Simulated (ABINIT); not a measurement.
# AlN (P6_3mc): G0W0 in ABINIT against the k mesh

How does the gap of AlN (P6_3mc) converge in the k mesh?

Calculated with ABINIT 10.8.3; LDA and many-body steps on it, plane waves.

Report form: the programs' logs are mostly left out.

The database entry behind the starting cell differs from later determinations by our own check (inner coordinate u about 0.002 short), so it need not match the best structure at ambient conditions.

## (1) Starting point

It takes space group P6_3mc (No. 186, hexagonal). Conventional cell: a = 3.113 Å, b = 3.113 Å, c = 4.981 Å, α = 90.00°, β = 90.00°, γ = 120.00°. Nearest to Al lie 4 N at 1.89 Å. Nearest to N lie 4 Al at 1.89 Å. Farther neighbours and most contacts between anions are not listed.

As a file:

```cif
data_structure
_symmetry_space_group_name_H-M 'P6_3mc'
_symmetry_Int_Tables_number 186
_cell_length_a 3.1130
_cell_length_b 3.1130
_cell_length_c 4.9810
_cell_angle_alpha 90.000
_cell_angle_beta 90.000
_cell_angle_gamma 120.000
_cell_volume 41.80
loop_
_atom_site_label
_atom_site_type_symbol
_atom_site_symmetry_multiplicity
_atom_site_Wyckoff_symbol
_atom_site_fract_x
_atom_site_fract_y
_atom_site_fract_z
_atom_site_occupancy
Al1 Al 2 b 0.33333 0.66667 0.00000 1
N1 N 2 b 0.33333 0.66667 0.38000 1
```

The cell and positions come from the Crystallography Open Database and are kept as given unless a step says otherwise.

## (2) Empty states on the mesh, 3×3×2 mesh, 140 bands

This step: ABINIT 10.8.3; DFT, LDA, plane waves, norm-conserving pseudopotentials.

The sums over transitions need many empty states on a uniform mesh; this step solves for them.

The input, run.abi:

```
acell 3*1.0 Angstrom
rprim 
  3.113000000011 -0.000000000003 0.000000000000
  -1.556500000003 2.695937081992 0.000000000000
  0.000000000000 0.000000000000 4.981000000000
ntypat 2
znucl 13 7
natom 4
typat 1 1 2 2
xred 
  0.333333333333 0.666666666667 0.000000000000
  0.666666666667 0.333333333333 0.500000000000
  0.333333333333 0.666666666667 0.380000000000
  0.666666666667 0.333333333333 0.880000000000
pp_dirpath "pseudos"
pseudos "Al.upf, N.upf"
ecut 36
ngkpt 3 3 2
nshiftk 1
shiftk 0 0 0
kptopt 1
chksymbreak 0
irdden 1
istwfk *1
nband 140
prtvol 0
optdriver 6
gwr_task "HDIAGO"
paral_kgb 0
occopt 1
indata_prefix "in"
outdata_prefix "out"
tmpdata_prefix "tmp"
```

The run is started by

```sh
$ OMP_NUM_THREADS=1 mpirun -n 4 abinit run.abi > log
```

The job ended after 35 s (4 MPI ranks of Arm Neoverse V1, shared host; peak memory 2 GiB; 2.3 min of CPU time).

This step gave:

```
gap                                                           : 4.255 eV
k of the valence top                                          : 0, 0, 0
k of the conduction bottom                                    : 0, 0, 0
least direct gap                                              : 4.255 eV
k points computed                                             : 6
lowest point of the top converged band, above the valence top : 105.1092 eV
```

On this mesh the gap is 4.255 eV.

The density comes from a self-consistent run that is not shown.

## (3) Empty states on the mesh, 3×3×1 mesh, 43 bands

run.abi, as its differences from that of step 2:

```diff
@@ -17,3 +17,3 @@
 ecut 36
-ngkpt 3 3 2
+ngkpt 3 3 1
 nshiftk 1
@@ -22,10 +22,10 @@
 chksymbreak 0
+iscf -2
 irdden 1
 istwfk *1
-nband 140
+nband 43
+nbdbuf 4
+tolwfr 1e-09
+nstep 60
 prtvol 0
-optdriver 6
-gwr_task "HDIAGO"
-paral_kgb 0
-occopt 1
 indata_prefix "in"
```

Wall time 3.9 s (4 MPI ranks); peak memory 0.24 GiB.

This step gave:

```
gap                                                           : 4.255 eV
k of the valence top                                          : 0, 0, 0
k of the conduction bottom                                    : 0, 0, 0
least direct gap                                              : 4.255 eV
k points computed                                             : 3
lowest point of the top converged band, above the valence top : 38.43 eV
```

On this mesh the gap is 4.255 eV.

## (4) Empty states on the mesh, 6×6×4 mesh, 43 bands

run.abi, as its differences from that of step 3:

```diff
@@ -17,3 +17,3 @@
 ecut 36
-ngkpt 3 3 1
+ngkpt 6 6 4
 nshiftk 1
```

Run time: 12 s. Hardware: 4 MPI ranks; peak memory 0.28 GiB; 49 s of CPU time.

Numbers from this step:

* gap: 4.255 eV
* k of the valence top: 0, 0, 0
* k of the conduction bottom: 0, 0, 0
* least direct gap: 4.255 eV
* k points computed: 21
* lowest point of the top converged band, above the valence top: 37.29 eV

On this mesh the gap is 4.255 eV.

## (5) Screening, 3×3×1 mesh, 39 bands, screening to 130.6 eV

The RPA dielectric matrix is built and inverted for each q.

This step: RPA screening on LDA, plane waves, norm-conserving pseudopotentials.

run.abi, as its differences from that of step 4:

```diff
@@ -17,3 +17,3 @@
 ecut 36
-ngkpt 6 6 4
+ngkpt 3 3 1
 nshiftk 1
@@ -22,10 +22,11 @@
 chksymbreak 0
-iscf -2
-irdden 1
 istwfk *1
-nband 43
-nbdbuf 4
-tolwfr 1e-09
-nstep 60
-prtvol 0
+occopt 1
+irdwfk 1
+optdriver 3
+nband 39
+ecuteps 4.8
+inclvkb 2
+awtr 1
+symchi 1
 indata_prefix "in"
```

The job ended after 2.6 s (4 MPI ranks; peak memory 0.09 GiB; 10 s of CPU time).

Numbers from this step:

```yaml
eps_infinity_with_local_fields_on_this_mesh_along_the_program_s_q_direction: 5.194
the_same_without_local_fields: 5.655
plasma_frequency: 22.97 eV
plane_waves_in_the_screening_matrix: 135
```

Local fields lower ε∞ by 8 %. On a Γ-centred mesh this coarse the value itself is usually too large, while a short band sum pulls it down.

## (6) 3×3×1

This step: G0W0 on LDA, plane waves, norm-conserving pseudopotentials.

run.abi, as its differences from that of step 5:

```diff
@@ -25,8 +25,15 @@
 irdwfk 1
-optdriver 3
+optdriver 4
 nband 39
+gwcalctyp 0
+ecutsigx 36
+symsigma 1
+nkptgw 1
+kptgw 
+  0.0000000000 0.0000000000 0.0000000000
+bdgw 
+  6 10
 ecuteps 4.8
-inclvkb 2
-awtr 1
-symchi 1
+irdscr 1
+ppmodel 1
 indata_prefix "in"
```

It took 2.3 s on 4 MPI ranks; peak memory 0.09 GiB; 9.1 s of CPU time.

Numbers from this step:

```yaml
g0w0_gap_on_the_points_computed: 5.558 eV
starting_gap_on_the_mesh: 4.255 eV
k_of_the_valence_top: 0, 0, 0
k_of_the_conduction_bottom: 0, 0, 0
z_at_the_valence_top: 0.789
z_at_the_conduction_bottom: 0.815
least_direct_g0w0_gap_on_the_computed_points: 5.558 eV
```

## (7) Screening, 3×3×2 mesh, 39 bands, screening to 130.6 eV

This step: RPA screening on LDA, plane waves, norm-conserving pseudopotentials.

run.abi, as its differences from that of step 6:

```diff
@@ -17,3 +17,3 @@
 ecut 36
-ngkpt 3 3 1
+ngkpt 3 3 2
 nshiftk 1
@@ -25,15 +25,8 @@
 irdwfk 1
-optdriver 4
+optdriver 3
 nband 39
-gwcalctyp 0
-ecutsigx 36
-symsigma 1
-nkptgw 1
-kptgw 
-  0.0000000000 0.0000000000 0.0000000000
-bdgw 
-  6 10
 ecuteps 4.8
-irdscr 1
-ppmodel 1
+inclvkb 2
+awtr 1
+symchi 1
 indata_prefix "in"
```

Wall time 3.6 s (4 MPI ranks); peak memory 0.39 GiB; 14 s of CPU time.

This step gave:

| Item | Value |
| --- | --- |
| ε∞ with local fields, on this mesh, along the program's q direction | 4.995 |
| the same without local fields | 5.453 |
| plasma frequency | 22.97 eV |
| plane waves in the screening matrix | 135 |

## (8) 3×3×2

The self-energy is evaluated for the states that the input lists, and the levels follow from it, in one-shot runs by the linearised quasiparticle equation.

This step: G0W0 on LDA, plane waves, norm-conserving pseudopotentials.

run.abi, as its differences from that of step 7:

```diff
@@ -25,8 +25,15 @@
 irdwfk 1
-optdriver 3
+optdriver 4
 nband 39
+gwcalctyp 0
+ecutsigx 36
+symsigma 1
+nkptgw 1
+kptgw 
+  0.0000000000 0.0000000000 0.0000000000
+bdgw 
+  6 10
 ecuteps 4.8
-inclvkb 2
-awtr 1
-symchi 1
+irdscr 1
+ppmodel 1
 indata_prefix "in"
```

Wall time 2.5 s (4 MPI ranks); peak memory 0.1 GiB.

This step gave:

* G0W0 gap on the points computed: 5.576 eV
* starting gap on the mesh: 4.255 eV
* k of the valence top: 0, 0, 0
* k of the conduction bottom: 0, 0, 0
* Z at the valence top: 0.794
* Z at the conduction bottom: 0.819
* least direct G0W0 gap on the computed points: 5.576 eV

The gap on the mesh goes from 4.26 eV to 5.58 eV, a correction of +1.32 eV.

## (9) Screening, 6×6×4 mesh, 39 bands, screening to 130.6 eV

This step: RPA screening on LDA, plane waves, norm-conserving pseudopotentials.

run.abi, as its differences from that of step 8:

```diff
@@ -17,3 +17,3 @@
 ecut 36
-ngkpt 3 3 2
+ngkpt 6 6 4
 nshiftk 1
@@ -25,15 +25,8 @@
 irdwfk 1
-optdriver 4
+optdriver 3
 nband 39
-gwcalctyp 0
-ecutsigx 36
-symsigma 1
-nkptgw 1
-kptgw 
-  0.0000000000 0.0000000000 0.0000000000
-bdgw 
-  6 10
 ecuteps 4.8
-irdscr 1
-ppmodel 1
+inclvkb 2
+awtr 1
+symchi 1
 indata_prefix "in"
```

Run time: 28 s. Hardware: 4 MPI ranks; peak memory 0.67 GiB.

This step gave:

```yaml
eps_infinity_with_local_fields_on_this_mesh_along_the_program_s_q_direction: 4.290
the_same_without_local_fields: 4.694
plasma_frequency: 22.97 eV
plane_waves_in_the_screening_matrix: 135
```

## (10) 6×6×4

This step: G0W0 on LDA, plane waves, norm-conserving pseudopotentials.

run.abi, as its differences from that of step 9:

```diff
@@ -25,8 +25,15 @@
 irdwfk 1
-optdriver 3
+optdriver 4
 nband 39
+gwcalctyp 0
+ecutsigx 36
+symsigma 1
+nkptgw 1
+kptgw 
+  0.0000000000 0.0000000000 0.0000000000
+bdgw 
+  6 10
 ecuteps 4.8
-inclvkb 2
-awtr 1
-symchi 1
+irdscr 1
+ppmodel 1
 indata_prefix "in"
```

Wall time 3.5 s (4 MPI ranks); peak memory 0.54 GiB.

Numbers from this step:

* G0W0 gap on the points computed: 5.661 eV
* starting gap on the mesh: 4.255 eV
* k of the valence top: 0, 0, 0
* k of the conduction bottom: 0, 0, 0
* least direct G0W0 gap on the computed points: 5.661 eV

Against the run before, the gap moves by +0.085 eV.

## (11) Side by side

Times are wall times on 4 MPI ranks of Arm Neoverse V1, shared host, good to a factor of about two. A run's time includes the screening step that it read.

```
  run   mesh  bands  screening cutoff (eV)  DFT gap (eV)  gap on the mesh (eV)  direct (eV)  ε∞ used   time
3×3×1  3×3×1     39                  130.6         4.255                 5.558        5.558     5.19    5 s
3×3×2  3×3×2     39                  130.6         4.255                 5.576        5.576     5.00  6.1 s
6×6×4  6×6×4     39                  130.6         4.255                 5.661        5.661     4.29   31 s
```

## (12) Outcome

| Property | Result |
| --- | --- |
| 3×3×1 | 5.558 eV |
| 3×3×2 | 5.576 eV |
| 6×6×4 | 5.661 eV |
| known limits | not at the basis limit; coarse k mesh |

The setting moved: k mesh. From 3×3×1 to 6×6×4 the gap moves by +0.10 eV, for 6.2 times the time. The last step still moves it by +0.085 eV. Bands and screening cutoff are coupled, so a series along one setting does not show full convergence. Bands and cutoff are finite, so the gap is not at the basis limit. The miss can reach some tenths of an eV and take either sign; the mesh is an error of its own. In the first G0W0 run levels were corrected at 1 k point alone, so a gap called «on the mesh» is the least over those, and an edge elsewhere would be missed. The 3×3×1 mesh is coarse for this cell, which bears on the long-range parts of exchange and screening.

[Paths, hosts, dates, memory and timing lines, banners, echoed tables and standing remarks are left out of the program output.]

[Logs are printed without paths, hosts, clocks, repeated set-up lines and the standing remarks that a program may print on its own settings, such as how far it seeks lower states.]

[Runs of the session that timed out or met a known fault of the program may be left out.]

[No measured gap is set beside runs whose start may be inverted or whose files or cutoffs have a known fault.]

[Hosts, paths, dates, database ids (printed as entryN), source tags and the programs' standing remarks are cut or masked in the printed files.]

[G0W0 gaps are taken among the corrected bands and points alone; a level outside them can change the order at an edge.]

[Where Ansatz stands beside ABINIT at settings called matched, ABINIT's density can come from a denser mesh and the files from another edition; pairs whose starting gaps differed by over 0.03 eV were left out, so agreement reads better than it is.]
